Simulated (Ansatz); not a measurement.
**CrSi2P4 monolayer in a perpendicular field**

Aim: how the CrSi2P4 monolayer screens a field along its normal, and what the field does to its bands. A positive field points along +c.

Program: Ansatz 0.2.0. Level of theory: plane-wave DFT, PBE-D3(BJ), Ansatz PAW (set soft_1); PAW set soft_1. Results are calculated unless marked as measured.

Report form: the programs' logs are mostly left out.

### 1. The structure

The cell holds 7 atoms: 4 P, 2 Si and 1 Cr. Its edges and angles: a = 3.480 Å, b = 3.480 Å, c = 46.552 Å, α = 90.0°, β = 90.0°, γ = 120.0°. Vacuum lies along c.

Structure file:

```cif
data_structure
_symmetry_space_group_name_H-M 'P 1'
_symmetry_Int_Tables_number 1
_cell_length_a 3.4800
_cell_length_b 3.4800
_cell_length_c 46.5519
_cell_angle_alpha 90.000
_cell_angle_beta 90.000
_cell_angle_gamma 120.000
_cell_volume 488.23
loop_
_atom_site_label
_atom_site_type_symbol
_atom_site_fract_x
_atom_site_fract_y
_atom_site_fract_z
_atom_site_occupancy
P1 P 0.00000 0.00000 0.41674 1
Si2 Si 0.33333 0.66667 0.43058 1
P3 P 0.33333 0.66667 0.47591 1
Cr4 Cr 0.00000 0.00000 0.50000 1
P5 P 0.33333 0.66667 0.52409 1
Si6 Si 0.33333 0.66667 0.56942 1
P7 P 0.00000 0.00000 0.58326 1
```

### 2. Relaxation

The starting cell is a guess, so the in-plane lattice and the atoms are relaxed first, with the slab cut off from its images along the normal.

input.yaml reads:

```yaml
crystal:
  lattice:
    - [3.48, 0.0, 0.0]
    - [-1.74, 3.0137684052, 0.0]
    - [0.0, 0.0, 46.5519100283]
  atoms:
    - { symbol: P, position: [0.0, 0.0, 0.4167390766] }
    - { symbol: Si, position: [0.3333333333, 0.6666666667, 0.4305824987] }
    - { symbol: P, position: [0.3333333333, 0.6666666667, 0.4759082436] }
    - { symbol: Cr, position: [0.0, 0.0, 0.5], spin: 1.0 }
    - { symbol: P, position: [0.3333333333, 0.6666666667, 0.5240917564] }
    - { symbol: Si, position: [0.3333333333, 0.6666666667, 0.5694175013] }
    - { symbol: P, position: [0.0, 0.0, 0.5832609234] }
  periodic: [true, true, false]
magnetization:
  spin_polarized: true
kpoints:
  mp_grid: { grid: [12, 12, 1] }
hamiltonian:
  xc: pbe
  dispersion: d3bj
  pseudopotentials: { kind: paw, azcp: { folder: soft_1 } }
scf:
  occupations: { method: fermi_dirac, width: 0.05 }
  convergence: { dr2_threshold: 1.0e-09 }
relax:
  f_tol: 0.004
  max_steps: 90
  cell: {}
output:
  write_potential: true
  write_density: true
  volumetric_format: npy
```

Launch:

```sh
ansatz run input.yaml --threads 2 --pin off --max-ram 3072MiB --backend cpu --events-out ev --progress --plain --runs-dir out
```

It took 6.1 min on 2 threads of Arm Neoverse V1, shared host; peak memory 0.9 GiB.

Relaxation path:

```
step  energy less that of the first step (eV)  largest force component (eV/Å)  volume (Å³)
   1                                   0.0000                          3.4725       488.23
   2                                  -1.1282                          2.3177       490.05
   3                                  -1.8118                          0.8145       486.44
   4                                  -2.2763                          0.5616       477.78
   5                                  -2.4225                          0.3406       453.42
   6                                  -2.4303                          0.0867       456.69
   7                                  -2.4308                          0.0155       457.30
   8                                  -2.4309                          0.0038       457.03
  9*                                  -2.4302                          0.0038       457.03
```

Relaxation steps marked * repeat the geometry before them on a plane-wave basis chosen anew for their cell, so energy and pressure can jump there.

Forces are held to the 12 operations that the run works with; a distortion that breaks them can't arise in this run.

```
cell as run  before  after  change
      a (Å)   3.480  3.367  -3.2 %
      b (Å)   3.480  3.367  -3.2 %
```

The atoms that moved most (Å, along periodic axes as changes of fractional coordinates times the final cell, across vacuum about the mean position):

```
atom     dx     dy      dz  length
  P1  0.000  0.000  -0.753   0.753
  P7  0.000  0.000   0.753   0.753
 Si2  0.000  0.000  -0.330   0.330
 Si6  0.000  0.000   0.330   0.330
  P5  0.000  0.000   0.192   0.192
  P3  0.000  0.000  -0.192   0.192
```

Numbers from this step:

```
energy at zero smearing : -7675.9479 eV
```

The lattice constant a goes from 3.480 to 3.367 Å.

### 3. Single point, field 0

A sawtooth potential applies the field, turning back in the middle of the vacuum. With the dipole correction the typed value is the field outside the slab. The induced dipole is small, so the SCF threshold is tight.

The cell differs from the one that the last finished run ended in (c 46.552 → 27.259 Å).

input.yaml reads:

```yaml
crystal:
  lattice:
    - [3.3669527518, 0.0, 0.0]
    - [-1.6834763759, 2.9158666164, 0.0]
    - [0.0, 0.0, 27.2586158807]
  atoms:
    - { symbol: P, position: [0.0, 0.0, 0.3301708362] }
    - { symbol: Si, position: [0.3333333333, 0.6666666667, 0.3693496334] }
    - { symbol: P, position: [0.3333333333, 0.6666666667, 0.4518045095] }
    - { symbol: Cr, position: [0.0, 0.0, 0.5] }
    - { symbol: P, position: [0.3333333333, 0.6666666667, 0.5481954905] }
    - { symbol: Si, position: [0.3333333333, 0.6666666667, 0.6306503666] }
    - { symbol: P, position: [0.0, 0.0, 0.6698291638] }
kpoints:
  mp_grid: { grid: [18, 18, 1] }
  band_path:
    path: [[0, 0, 0], [0.5, 0, 0], [0.33333333, 0.33333333, 0], [0, 0, 0]]
    npoints: 16
hamiltonian:
  xc: pbe
  dispersion: d3bj
  pseudopotentials: { kind: paw, azcp: { folder: soft_1 } }
scf:
  occupations: { method: fermi_dirac, width: 0.02585 }
  convergence: { dr2_threshold: 1.0e-10 }
efield:
  axis: 3
  dipole_correction: true
  ramp_position: 0.97
  ramp_width: 0.06
  amplitude: 0
output:
  dos: { projected: true, e_range: [-6, 5] }
  write_potential: true
  write_density: true
  volumetric_format: npy
  elf: true
```

Run time: 39 s. Hardware: 2 threads; peak memory 0.63 GiB; 77 s of CPU time.

This step gave:

- dipole along the normal: 2.70e-6 e·Å
- gap along the path: 0.4238 eV
- smallest direct gap along the path: 0.5270 eV
- ionisation energy, upper face: 5.424 eV
- electron affinity, upper face: 5.000 eV
- gap, the smaller of path and mesh: 0.4232 eV

Running mean over a fixed 2.7 Å (it still follows the layers) of the planar mean; the ramp of the sawtooth is left out. The electron's electrostatic potential energy less the Fermi level by z:

```
z (Å)  electron's electrostatic potential energy less the Fermi level (eV)
  3.5                                                                 5.19
  4.0                                                                 5.19
  4.5                                                                 5.19
  5.0                                                                 5.19
  5.5                                                                 5.18
  6.0                                                                 5.15
  6.5                                                                 4.99
  7.0                                                                 4.29
  7.5                                                                 2.24
  8.0                                                               -0.670
  8.5                                                                -3.63
  9.0                                                                -6.04
  9.5                                                                -7.49
 10.0                                                                -6.85
 10.5                                                                -5.37
 11.0                                                                -4.70
 11.5                                                                -4.53
 12.0                                                                -4.74
 12.5                                                                -6.13
 13.0                                                                -7.66
 13.5                                                                -8.17
 14.0                                                                -8.04
 14.5                                                                -7.02
 15.0                                                                -5.33
 15.5                                                                -4.53
 16.0                                                                -4.58
 16.5                                                                -4.95
 17.0                                                                -6.02
 17.5                                                                -7.40
 18.0                                                                -7.01
 18.5                                                                -4.93
 19.0                                                                -2.25
 19.5                                                                0.776
 20.0                                                                 3.41
 20.5                                                                 4.75
 21.0                                                                 5.09
 21.5                                                                 5.17
 22.0                                                                 5.19
 22.5                                                                 5.19
 23.0                                                                 5.19
 23.5                                                                 5.19
 24.0                                                                 5.19
```

The density of states has structure finer than the step of the table below, so its rows give means over 0.25 eV, whole bins alone (the curve runs from -6 to 2.19 eV). Peaks (eV: height): -5.310: 8.84, -2.360: 8.15, -2.170: 9.43, -1.890: 9.04, -1.750: 10.5, 0.810: 9.05, 1.800: 9.60.

The density of states by energy, zero at the Fermi level of the run, which the smearing sets inside the gap; means over each step:

```
energy (eV)  density of states (states/eV a cell)
      -5.75                                 0.433
      -5.50                                  3.42
      -5.25                                  4.79
      -5.00                                  3.58
      -4.75                                  1.86
      -4.50                                  2.81
      -4.25                                  4.46
      -4.00                                  2.22
      -3.75                                  3.71
      -3.50                                  2.65
      -3.25                                  3.90
      -3.00                                  5.04
      -2.75                                  5.90
      -2.50                                  5.34
      -2.25                                  6.32
      -2.00                                  5.55
      -1.75                                  7.45
      -1.50                                  6.71
      -1.25                                  3.91
      -1.00                                  3.06
      -0.75                                  4.48
      -0.50                                  2.20
      -0.25                                 0.995
       0.00                                     0
       0.25                                 0.669
       0.50                                  1.66
       0.75                                  3.80
       1.00                                  3.63
       1.25                                  2.64
       1.50                                  2.50
       1.75                                  5.69
       2.00                                  3.87
```

Projected DOS per atom over height of the atomic layer and energy from the Fermi level. Layers: P Si P Cr P Si P from below.

Values in states/eV, 22 rows by 7 columns, each cell a mean:
```
0.41 0.46 0.55 1.17 0.55 0.46 0.41
0.36 0.35 0.49 1.21 0.49 0.35 0.36
0.15 0.11 0.34 1.24 0.34 0.11 0.15
0.12 0.11 0.36 2.86 0.36 0.11 0.12
0.01 0.01 0.07 1.44 0.07 0.01 0.01
0.00 0.00 0.01 0.28 0.01 0.00 0.00
0.05 0.03 0.02 0.65 0.02 0.03 0.05
0.15 0.08 0.11 2.45 0.11 0.08 0.15
0.39 0.15 0.33 1.50 0.33 0.15 0.39
0.93 0.22 0.79 1.25 0.79 0.22 0.93
1.22 0.30 1.07 2.11 1.07 0.30 1.22
0.82 0.31 0.83 1.45 0.83 0.31 0.82
1.06 0.44 0.76 0.95 0.76 0.44 1.06
0.98 0.57 0.89 0.77 0.89 0.57 0.98
0.64 0.41 0.57 0.66 0.57 0.41 0.64
0.50 0.35 0.40 0.43 0.40 0.35 0.50
0.41 0.30 0.43 0.46 0.43 0.30 0.41
0.52 0.45 0.75 0.57 0.75 0.45 0.52
0.23 0.23 0.43 0.24 0.43 0.23 0.23
0.52 0.49 0.70 0.30 0.70 0.49 0.52
0.53 0.57 0.79 0.33 0.79 0.57 0.53
0.09 0.08 0.02 0.01 0.02 0.08 0.09
```
Columns: height of the atomic layer (Å) from 9 to 18.3 (not evenly spaced); rows upwards: energy from the Fermi level (eV) from -5.96 to 2.14.

Electronic bands along the path, in eV, zero at the Fermi level of the run, which the smearing sets inside the gap:

```
  point  band 18  band 19  band 20  band 21  band 22  band 23  band 24  band 25
      Γ    -0.60    -0.56    -0.56    -0.24     2.65     2.65     2.82     2.82
halfway    -1.66    -1.52    -1.29    -0.64     1.29     1.72     1.84     2.40
      M    -2.04    -1.87    -1.10    -1.10     0.75     0.78     1.47     1.58
halfway    -2.46    -1.90    -1.44    -0.61     0.41     0.78     1.62     2.20
      K    -2.84    -1.76    -1.15    -0.33     0.19     0.97     1.09     1.92
halfway    -1.94    -1.76    -1.27    -0.72     1.18     1.35     1.77     2.84
      Γ    -0.60    -0.56    -0.56    -0.24     2.65     2.65     2.82     2.82
```

Electrostatic potential energy in the ca plane at fractional y = 0.667, with atoms of Si and P within 0.2 Å of it. With pseudopotentials it is smooth inside the atoms' cores, unlike the true potential.

Values in eV, 5 rows by 16 columns, each cell a mean:
```
  6   6   6   1  -4   2   4   3  -4  -2   4   3   1  -5   3   6
  6   6   6   3  -3  -3   2  -2  -2  -2  -1   1  -4  -2   4   6
  6   6   6   4 -11 -27  -9 -36 -10 -18 -32 -11 -28  -5   5   6
  6   6   6   4 -15 -25 -14 -43 -14 -24 -39 -16 -25  -7   5   6
  6   6   6   3  -4 -13  -1 -13  -3  -6 -10  -2 -13  -2   4   6
```
Columns run along c (16.0 Å, from fractional 0.18 to 0.77 of the cell; values clipped at the 3rd and 97th percentile), rows up along a (3.4 Å). Atoms in or near the plane, at fractional coordinates: Si at (0.37, 0.33), P at (0.45, 0.33), P at (0.55, 0.33), Si at (0.63, 0.33).

Valence density in the ca plane at fractional y = 0.667, with atoms of Si and P within 0.2 Å of it. It is the smooth field of the valence electrons, not physical close to the nuclei.

Ten even steps from '0' (0.00 e/Å³) to '9' (0.77 e/Å³), each cell a mean:
```
00000000023454321011223343322110123454310000
00000000023554311001122343221100123454310000
00000000013455421112344333443211124554210000
00000000012356533335676434676533345653110000
00000000001244335678678546876875433542100000
00000000001233226898237646733898522332100000
00000000001244235788458646854887532442100000
00000000001355444457787535887654445553100000
00000000012455432223555434554322234554210000
```
Columns run along c (16.0 Å, from fractional 0.18 to 0.77 of the cell), rows up along a (3.4 Å). Atoms in or near the plane, at fractional coordinates: Si at (0.37, 0.33), P at (0.45, 0.33), P at (0.55, 0.33), Si at (0.63, 0.33).

ELF in the ca plane at fractional y = 0.667, with atoms of Si and P within 0.2 Å of it. It is the smooth field of the valence electrons, not physical close to the nuclei.

Ten even steps from '0' (0.00) to '9' (0.92), each cell a mean:
```
00000000000000014677777642112442111244311136
00000000000000024688776541001231111123200135
00000000000000012567778753224675211466532247
00000000000000001234678765667788524788766557
00000000000000000001355446997447635753689744
00000000000000000001232347997003635500499844
00000000000000000001244337997115635621599844
00000000000000000123567656787678635886788655
00000000000000002356678864446787322688644457
```
Columns run along c (16.0 Å, from fractional 0.06 to 0.64 of the cell), rows up along a (3.4 Å). Atoms in or near the plane, at fractional coordinates: Si at (0.37, 0.33), P at (0.45, 0.33), P at (0.55, 0.33), Si at (0.63, 0.33).

The gap is 0.42 eV, with the valence edge 5.42 eV and the conduction edge 5.00 eV under the upper vacuum level.

### 4. Single point, field 0.1 V/Å

input.yaml: that of step 3 with these lines changed.

```diff
@@ -28,7 +28,6 @@
   dipole_correction: true
-  ramp_position: 0.97
-  ramp_width: 0.06
-  amplitude: 0
+  ramp_position: 0.9549
+  ramp_width: 0.0902
+  amplitude: 0.1
 output:
-  dos: { projected: true, e_range: [-6, 5] }
   write_potential: true
@@ -36,2 +35 @@
   volumetric_format: npy
-  elf: true
```

Wall time 41 s (2 threads); peak memory 0.61 GiB.

The dipole is 0.0606 e·Å, and the gap 0.423 eV.

(Continued in part 2 of 2.)

[Logs are printed without paths, hosts, clocks, repeated set-up lines and the standing remarks that a program may print on its own settings, such as how far it seeks lower states.]

[Hosts, paths, dates, database ids (printed as entryN), source tags and the programs' standing remarks are cut or masked in the printed files.]

[Maps of the electrostatic potential energy from Ansatz leave out the sawtooth potential of an applied field or a dipole correction, so their vacuum need not be flat; planar profiles and work functions include it.]
